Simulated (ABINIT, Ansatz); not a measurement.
# CdBr2 (P6_3mc): one start, several treatments of the self-energy, part 2 of 2

Aim: compare treatments of exchange, screening and correlation for the gap of CdBr2 (P6_3mc).

ABINIT 10.8.3; LDA and many-body steps on it, plane waves. Known limits of the many-body steps: not at the basis limit; no spin-orbit coupling; coarse k mesh.

So far. Step 5 (G0W0, Engel-Farid plasmon pole): Against G0W0 in ABINIT (3×3×1 mesh, 197 bands, screening to 141.5 eV, Godby-Needs plasmon pole), the gap moves by −0.028 eV. Step 6 (G0W0, von der Linden-Horsch plasmon pole): Against G0W0 in ABINIT (3×3×1 mesh, 197 bands, screening to 141.5 eV, Godby-Needs plasmon pole), the gap moves by +0.057 eV.

The database entry behind the starting cell has ideal inner coordinates that were not refined, so it need not match the best structure at ambient conditions.

## Step 7: One-shot Hartree-Fock

This step: one-shot Hartree-Fock on LDA, plane waves, norm-conserving pseudopotentials.

The input, run.abi:

```
acell 3*1.0 Angstrom
rprim 
  3.985000000011 -0.000000000003 0.000000000000
  -1.992500000003 3.451111234092 0.000000000000
  0.000000000000 0.000000000000 12.561000000000
ntypat 2
znucl 48 35
natom 6
typat 1 1 2 2 2 2
xred 
  0.333333333333 0.666666666667 0.375000000000
  0.666666666667 0.333333333333 0.875000000000
  0.333333333333 0.666666666667 0.000000000000
  0.666666666667 0.333333333333 0.500000000000
  0.000000000000 0.000000000000 0.250000000000
  0.000000000000 0.000000000000 0.750000000000
pp_dirpath "pseudos"
pseudos "Cd.upf, Br.upf"
ecut 47
ngkpt 3 3 1
nshiftk 1
shiftk 0 0 0
kptopt 1
chksymbreak 0
istwfk *1
occopt 1
irdwfk 1
optdriver 4
nband 38
gwcalctyp 5
ecutsigx 47
symsigma 1
nkptgw 1
kptgw 
  0.0000000000 0.0000000000 0.0000000000
bdgw 
  33 36
ixc_sigma 40
fftgw 31
indata_prefix "in"
outdata_prefix "out"
tmpdata_prefix "tmp"
```

Run with:

```bash
OMP_NUM_THREADS=1 mpirun -n 4 abinit run.abi > log
```

Numbers of over 12 decimals in the logs are rounded to 6 here.

Output:

```text
.Version 10.8.3 of ABINIT. v10.8.2 released Aug 2026.

 Symmetries : space group P6_3 m c (#186); Bravais hP (primitive hexag.)
[... echo of the input left out ...]
== DATASET  1 ==================================================================
-   mpi_nproc: 4, omp_nthreads: 1 (-1 if OMP is not activated)

--- !DatasetInfo
iteration_state: {dtset: 1, }
dimensions: {natom: 6, nkpt: 3, mband: 38, nsppol: 1, nspinor: 1, nspden: 1, mpw: 18043, }
cutoff_energies: {ecut:  47.0, pawecutdg:  -1.0, }
[...]
34   1.953 -14.386 -18.109   0.000   1.000   0.000 -18.109  -3.723  -1.770
       35   4.480 -11.189  -6.791   0.000   1.000   0.000  -6.791   4.398   8.877
       36   5.830 -12.769  -8.237   0.000   1.000   0.000  -8.237   4.532  10.362

== END DATASET(S) ==============================================================
================================================================================

 -outvars: echo values of variables after computation  --------
           etotal      0.0000000000E+00
            nband          38
             nkpt           3
          spgroup         186
 [... the other variables as echoed above ...]

 Calculation completed.
```

Elapsed: 6.1 s, on 4 MPI ranks of Intel Xeon Platinum 8559C (Emerald Rapids), shared host; peak memory 0.73 GiB; 24 s of CPU time.

Numbers from this step:

* quasiparticle gap on the points computed: 10.65 eV
* starting gap on the mesh: 2.527 eV
* k of the valence top: 0, 0, 0
* k of the conduction bottom: 0, 0, 0
* least direct quasiparticle gap on the computed points: 10.65 eV

Against G0W0 in ABINIT (3×3×1 mesh, 197 bands, screening to 141.5 eV, Godby-Needs plasmon pole), the gap moves by +6.361 eV.

## Step 8: Screening, 3×3×1 mesh, 197 bands, screening to 141.5 eV

This step: RPA screening on LDA, plane waves, norm-conserving pseudopotentials.

run.abi, as its differences from that of step 7:

```diff
@@ -27,14 +27,14 @@
 irdwfk 1
-optdriver 4
-nband 38
-gwcalctyp 5
-ecutsigx 47
-symsigma 1
-nkptgw 1
-kptgw 
-  0.0000000000 0.0000000000 0.0000000000
-bdgw 
-  33 36
-ixc_sigma 40
-fftgw 31
+optdriver 3
+nband 197
+ecuteps 5.2
+inclvkb 2
+awtr 1
+symchi 1
+gwcalctyp 2
+nfreqre 16
+freqremax 40 eV
+nfreqim 8
+spmeth 1
+nomegasf 120
 indata_prefix "in"
```

Output:

```text
.Version 10.8.3 of ABINIT. v10.8.2 released Aug 2026.

 Symmetries : space group P6_3 m c (#186); Bravais hP (primitive hexag.)
[... echo of the input left out ...]
== DATASET  1 ==================================================================
-   mpi_nproc: 4, omp_nthreads: 1 (-1 if OMP is not activated)

--- !DatasetInfo
iteration_state: {dtset: 1, }
dimensions: {natom: 6, nkpt: 3, mband: 197, nsppol: 1, nspinor: 1, nspden: 1, mpw: 18043, }
cutoff_energies: {ecut:  47.0, pawecutdg:  -1.0, }
electrons: {nelect:   6.80000000E+01, charge:   0.00000000E+00, occopt:   1.00000000E+00, tsmear:   1.00000000E-02, }

 SCREENING: Calculation of the susceptibility and dielectric matrices

 Based on a program developped by R.W. Godby, V. Olevano, G. Onida, and L. Reining.
 Incorporated in ABINIT by V. Olevano, G.-M. Rignanese, and M. Torrent.
.Using double precision arithmetic ; gwpc =  8

[... cell and pseudopotentials left out ...]
--------------------------------------------------------------------------------

 ==== K-mesh for the wavefunctions ====
 Number of points in the irreducible wedge :     3
[... list of points left out ...]
 Together with 12 symmetry operations and time-reversal symmetry
 yields     9 points in the full Brillouin Zone.

 ==== Q-mesh for the screening function ====
 Number of points in the irreducible wedge :     3
[... list of points left out ...]
 Together with 12 symmetry operations and time-reversal symmetry
 yields     9 points in the full Brillouin Zone.

 setmesh: FFT mesh size selected  =    27x   27x  100
          total number of points  =        72900

 vcoul_init : cutoff-mode = AUXILIARY_FUNCTION
 q-points for optical limit:   1
     1)      0.000010    0.000020    0.000030

- screening: taking advantage of time-reversal symmetry
- Maximum band index for partially occupied states nbvw = 34
- Remaining bands to be divided among processors   nbcw = 163
- Number of bands treated by each node ~40

 Number of electrons calculated from density =   68.0000; Expected =   68.0000
 average of density, n =  0.058331
 r_s =    1.5996
 omega_plasma =   23.2973 [eV]

 calculating chi0 at frequencies [eV] :
  1    0.000000E+00    0.000000E+00
  2    2.666667E+00    0.000000E+00
  3    5.333333E+00    0.000000E+00
[...]
23    0.000000E+00    5.933423E+01
 24    0.000000E+00    8.354323E+01

--------------------------------------------------------------------------------
  q-point number  1        q = ( 0.000000, 0.000000, 0.000000) [r.l.u.]
--------------------------------------------------------------------------------
[... chi0 elements left out ...]
  [... further frequencies ...]

 No. of calculated frequencies >  15, stop printing
 For q-point:  0.000010 0.000020 0.000030
  dielectric constant =   5.4886
  dielectric constant without local fields =   6.2411

  Average fulfillment of the sum rule on Im[epsilon] for q-point    1 :     65.74  [%]
[... wings left out ...]
  q-point number  2        q = ( 0.333333, 0.000000, 0.000000) [r.l.u.]
--------------------------------------------------------------------------------
[... chi0 elements left out ...]
  [... further frequencies ...]

 No. of calculated frequencies >  15, stop printing
  Average fulfillment of the sum rule on Im[epsilon] for q-point    2 :     64.36  [%]

 [... 1 further q-points ...]
```

It took 3.1 min on 4 MPI ranks; peak memory 5 GiB; 12 min of CPU time.

Numbers from this step:

```
ε∞ with local fields, on this mesh, along the program's q direction : 5.489
the same without local fields                                       : 6.241
plasma frequency                                                    : 23.30 eV
plane waves in the screening matrix                                 : 649
```

## Step 9: G0W0, contour deformation

This step: G0W0 on LDA, plane waves, norm-conserving pseudopotentials.

run.abi, as its differences from that of step 8:

```diff
@@ -27,14 +27,14 @@
 irdwfk 1
-optdriver 3
+optdriver 4
 nband 197
+gwcalctyp 2
+ecutsigx 47
+symsigma 1
+nkptgw 1
+kptgw 
+  0.0000000000 0.0000000000 0.0000000000
+bdgw 
+  33 36
 ecuteps 5.2
-inclvkb 2
-awtr 1
-symchi 1
-gwcalctyp 2
-nfreqre 16
-freqremax 40 eV
-nfreqim 8
-spmeth 1
-nomegasf 120
+irdscr 1
 indata_prefix "in"
```

Output:

```text
.Version 10.8.3 of ABINIT. v10.8.2 released Aug 2026.

 Symmetries : space group P6_3 m c (#186); Bravais hP (primitive hexag.)
[... echo of the input left out ...]
== DATASET  1 ==================================================================
-   mpi_nproc: 4, omp_nthreads: 1 (-1 if OMP is not activated)

--- !DatasetInfo
iteration_state: {dtset: 1, }
dimensions: {natom: 6, nkpt: 3, mband: 197, nsppol: 1, nspinor: 1, nspden: 1, mpw: 18043, }
cutoff_energies: {ecut:  47.0, pawecutdg:  -1.0, }
[...]
34   1.953 -14.386 -18.109   2.744   0.753  -0.328 -15.123  -0.737   1.215
[...]
36   5.830 -12.769  -8.237  -3.242   0.786  -0.272 -11.755   1.014   6.844
       36   0.000   0.000   0.000   0.001   0.000   0.000   0.001   0.001   0.001

== END DATASET(S) ==============================================================
================================================================================

 -outvars: echo values of variables after computation  --------
           etotal      0.0000000000E+00
            nband         197
             nkpt           3
          spgroup         186
 [... the other variables as echoed above ...]

 Calculation completed.
```

Wall time 14 s (4 MPI ranks); peak memory 2.6 GiB.

Numbers from this step:

```
G0W0 gap on the points computed              : 4.198 eV
starting gap on the mesh                     : 2.527 eV
k of the valence top                         : 0, 0, 0
k of the conduction bottom                   : 0, 0, 0
least direct G0W0 gap on the computed points : 4.198 eV
```

Against G0W0 in ABINIT (3×3×1 mesh, 197 bands, screening to 141.5 eV, Godby-Needs plasmon pole), the gap moves by −0.088 eV.

## Step 10: Side by side

Times are wall times on 4 MPI ranks of Intel Xeon Platinum 8559C (Emerald Rapids), shared host, good to a factor of about two. A run's time includes the screening step that it read.

| run | mesh | bands | screening cutoff (eV) | DFT gap (eV) | gap on the mesh (eV) | direct (eV) | ε∞ used | time |
| --- | --- | --- | --- | --- | --- | --- | --- | --- |
| G0W0, Godby-Needs plasmon pole | 3×3×1 | 197 | 141.5 | 2.527 | 4.286 | 4.286 | 5.37 | 2.5 min |
| G0W0, Engel-Farid plasmon pole | 3×3×1 | 197 | 141.5 | 2.527 | 4.258 | 4.258 | 5.37 | 2.5 min |
| G0W0, von der Linden-Horsch plasmon pole | 3×3×1 | 197 | 141.5 | 2.527 | 4.343 | 4.343 | 5.37 | 2.5 min |
| one-shot Hartree-Fock | 3×3×1 | - | - | 2.527 | 10.647 | 10.647 | - | 6.1 s |
| G0W0, contour deformation | 3×3×1 | 197 | 141.5 | 2.527 | 4.198 | 4.198 | 5.49 | 3.3 min |

## Step 11: Summary of results

| Property | Result |
| --- | --- |
| G0W0, Godby-Needs plasmon pole | 4.286 eV |
| G0W0, Engel-Farid plasmon pole | 4.258 eV |
| G0W0, von der Linden-Horsch plasmon pole | 4.343 eV |
| one-shot Hartree-Fock | 10.647 eV |
| G0W0, contour deformation | 4.198 eV |
| known limits | not at the basis limit; no spin-orbit coupling; coarse k mesh |

In words: G0W0, Engel-Farid plasmon pole: −0.028 eV against G0W0, Godby-Needs plasmon pole. G0W0, von der Linden-Horsch plasmon pole: +0.057 eV against G0W0, Godby-Needs plasmon pole. One-shot Hartree-Fock: +6.361 eV against G0W0, Godby-Needs plasmon pole. G0W0, contour deformation: −0.088 eV against G0W0, Godby-Needs plasmon pole. Bare exchange alone opens the gap to 10.65 eV; against G0W0, correlation takes back 6.36 eV. Bands and cutoff are finite, so the gap is not at the basis limit. The miss can reach some tenths of an eV and take either sign; the mesh is an error of its own. In the first G0W0 run levels were corrected at 1 k point alone, so a gap called «on the mesh» is the least over those, and an edge elsewhere would be missed. The 3×3×1 mesh is coarse for this cell, which bears on the long-range parts of exchange and screening. The many-body steps are scalar-relativistic: spin-orbit coupling is not in them.

[Paths, hosts, dates, memory and timing lines, banners, echoed tables and standing remarks are left out of the program output.]

[Logs are printed without paths, hosts, clocks, repeated set-up lines and the standing remarks that a program may print on its own settings, such as how far it seeks lower states.]

[Runs of the session that timed out or met a known fault of the program may be left out.]

[No measured gap is set beside runs whose start may be inverted or whose files or cutoffs have a known fault.]

[Hosts, paths, dates, database ids (printed as entryN), source tags and the programs' standing remarks are cut or masked in the printed files.]

[G0W0 gaps are taken among the corrected bands and points alone; a level outside them can change the order at an edge.]

[Where Ansatz stands beside ABINIT at settings called matched, ABINIT's density can come from a denser mesh and the files from another edition; pairs whose starting gaps differed by over 0.03 eV were left out, so agreement reads better than it is.]
